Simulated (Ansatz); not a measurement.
# Lattice dynamics of GaCo (Pm-3m)

Wanted: vibrations and spectra of GaCo (Pm-3m); the cell is already relaxed. After the zone centre comes a 4×4×4 q mesh on a 16×16×16 k mesh.

Calculated with Ansatz 0.2.0; DFT PBEsol, scalar-relativistic, plane waves, PAW; PAW set soft_1.

## Step 1: The starting structure

It takes space group Pm-3m (No. 221, cubic). The conventional cell has a = 2.840 Å, b = 2.840 Å, c = 2.840 Å, α = 90.00°, β = 90.00°, γ = 90.00°. Nearest to Ga lie 8 Co at 2.46 Å. Nearest to Co lie 8 Ga at 2.46 Å. Farther neighbours are not listed.

## Step 2: Modes at Γ

The cell comes from relaxations at this level that are not shown. The zone centre comes first: it holds the modes that light can see, as far as symmetry allows. No field response is asked, since the mesh shows no gap.

Input file input.yaml:

```yaml
crystal:
  lattice:
    - [2.8398194804, 0.0, 0.0]
    - [0.0, 2.8398194804, 0.0]
    - [0.0, 0.0, 2.8398194804]
  atoms:
    - { symbol: Ga, position: [0.5, 0.5, 0.5] }
    - { symbol: Co, position: [0.0, 0.0, 0.0] }
kpoints:
  mp_grid: { grid: [16, 16, 16] }
hamiltonian:
  xc: pbesol
  pseudopotentials: { kind: paw, azcp: { folder: soft_1 }, xc_functional: pbe }
scf:
  occupations: { method: methfessel_paxton, width: 0.2 }
output:
  eigenvalues: true
phonons:
  method: dfpt
```

The run is started by

```sh
$ ansatz run input.yaml --threads 4 --pin off --max-ram 10240MiB --backend cpu --events-out ev --progress --plain --runs-dir out
```

Planned after this: phonons on a q mesh; another isotope. Settings of the main run: cutoff 420 eV, 16×16×16 k-mesh, 4×4×4 q-mesh, Methfessel-Paxton occupations, smearing width 0.2 eV, PAW set soft 1.

**Question.** What will these runs give for the highest optical mode at the zone centre and lowest optical zone-centre mode?

At high temperature every mode holds k_B, so the heat capacity tends to 3R = 24.94 J/(mol K) a mole of atoms; it reaches 24.77 at 1000 K. The structure is a minimum as far as tested: no mode is imaginary at the 10 irreducible wavevectors of the 4×4×4 mesh, and the softest away from the acoustic zeros lies at 97 cm⁻¹. The optical modes at Γ form one degenerate level at 243 cm⁻¹.

- volume per atom: 11.5 Å³
- electronic character: no gap on this mesh
- highest optical mode at the zone centre (no LO-TO term): 243 cm⁻¹
- lowest optical zone-centre mode: 243 cm⁻¹
- lowest mode on the q mesh (acoustic modes at Γ apart): 97.0 cm⁻¹
- highest frequency on the path or at a solved wavevector: 290 cm⁻¹
- heat capacity at 300 K: 23.1 J/(mol atoms K)
- Debye temperature (second moment): 374 K
- imaginary modes on the 4×4×4 q mesh: none

Some magnetic starts kept moments in single points, but the one carried on lost them, and the others were not relaxed, so the runs shown are non-magnetic; if the real compound is magnetic, its cell and modes can differ much. With no gap, or one that is small against the smearing, the frequencies hang on the k mesh and the smearing, most of all near Kohn anomalies. The phonon runs are without spin polarisation, although Co often carries a moment. The PAW files were made for PBE and serve the other functionals too. A phonon run warned that its eigensolver left some bands unconverged in a pass. These are harmonic frequencies at zero temperature: anharmonic shifts, linewidths and thermal expansion are left out.

[Logs are printed without paths, hosts, clocks, repeated set-up lines and the standing remarks that a program may print on its own settings, such as how far it seeks lower states.]

[Hosts, paths, dates, database ids (printed as entryN), source tags and the programs' standing remarks are cut or masked in the printed files.]
